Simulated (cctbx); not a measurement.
**What is wrong with this refinement?**

Cell a = 5.7800 Å, b = 5.5840 Å, c = 16.5740 Å, α = 90.00°, β = 90.00°, γ = 90.00°; space group Cmce (no. 64).

The data are simulated with cctbx, not measured: Mo Kα, λ = 0.71073 Å, to d = 0.65 Å, 95 % of the full sphere, strongest reflection 70000 counts, noise from counting, a 4 % proportional error and a noise floor of 4 counts (s.d.); no absorption.

An anisotropic refinement with weights 1/σ² prints:

```text
Rint 0.025, 43 unique reflections to 1.62 A
cycle     R1     wR2    GooF  max shift (A)
   1  0.0089  0.0240   1.395   0.00391
   2  0.0076  0.0181   1.055   0.00000
final R1 0.0076 wR2 0.0181 GooF 1.055  parameters 17  data/parameter 2.5
atom        x        y        z      Ueq    occ   su(xyz)  su(Uiso or U11)
Dy1    0.50000  0.36435  0.61189   0.0085  1.000  0.00009  0.0013
As1    0.75000  0.12421  0.75000   0.0113  1.000  0.00013  0.0027
As2    0.50000  0.36667  0.93784   0.0098  1.000  0.00015  0.0018
difference map: max 0.17 min -0.15 rms 0.06
Q1    0.2500  0.1164  0.2500    8    0.17  1.34 A from As1
Q2    0.2192  0.1187  0.9062   16    0.16  1.89 A from Dy1
Q3    0.0000  0.1889  0.5598    8    0.11  0.99 A from As2
Q4    0.0000  0.1293  0.7203    8    0.09  1.53 A from As1
```

**Question.** Can this result stand? If not, what is the likely fault?

Mend it. The fault: data cut at low resolution. Against the right model at the same level, R1 goes from 0.0087 to 0.0076 and GooF from 0.95 to 1.05. The atoms are right, but there are too few data for the parameters: R1 flatters and the s.u.s grow. Data per parameter fall from 32.6 to 2.5.

The compound is DyAs2. The right model at the same level gives:

```text
Rint 0.032, 555 unique reflections to 0.65 A
cycle     R1     wR2    GooF  max shift (A)
   1  0.0088  0.0222   0.965   0.00006
   2  0.0087  0.0219   0.949   0.00000
final R1 0.0087 wR2 0.0219 GooF 0.949  parameters 17  data/parameter 32.6
atom        x        y        z      Ueq    occ   su(xyz)  su(Uiso or U11)
Dy1    0.50000  0.36440  0.61190   0.0069  1.000  0.00001  0.0001
As1    0.75000  0.12415  0.75000   0.0101  1.000  0.00003  0.0001
As2    0.50000  0.36692  0.93762   0.0082  1.000  0.00003  0.0001
difference map: max 0.86 min -0.75 rms 0.16
Q1    0.2500  0.1108  0.2500    8    0.86  1.31 A from As1
Q2    0.0000  0.1204  0.6151    8    0.58  1.43 A from Dy1
Q3    0.0669  0.1559  0.8852   16    0.50  1.23 A from Dy1
Q4    0.1583  0.0703  0.5239   16    0.50  2.00 A from As2
Q5    0.0930  0.1366  0.4200   16    0.46  0.75 A from Dy1
Q6    0.0000  0.1685  0.5536    8    0.46  1.12 A from As2
```

The model is made up (kin elements in a known structure type, no relaxation), so it says nothing on whether the phase exists.

[Middle refinement cycles are left out of these outputs.]

[Logs are printed without paths, hosts, clocks, repeated set-up lines and the standing remarks that a program may print on its own settings, such as how far it seeks lower states.]
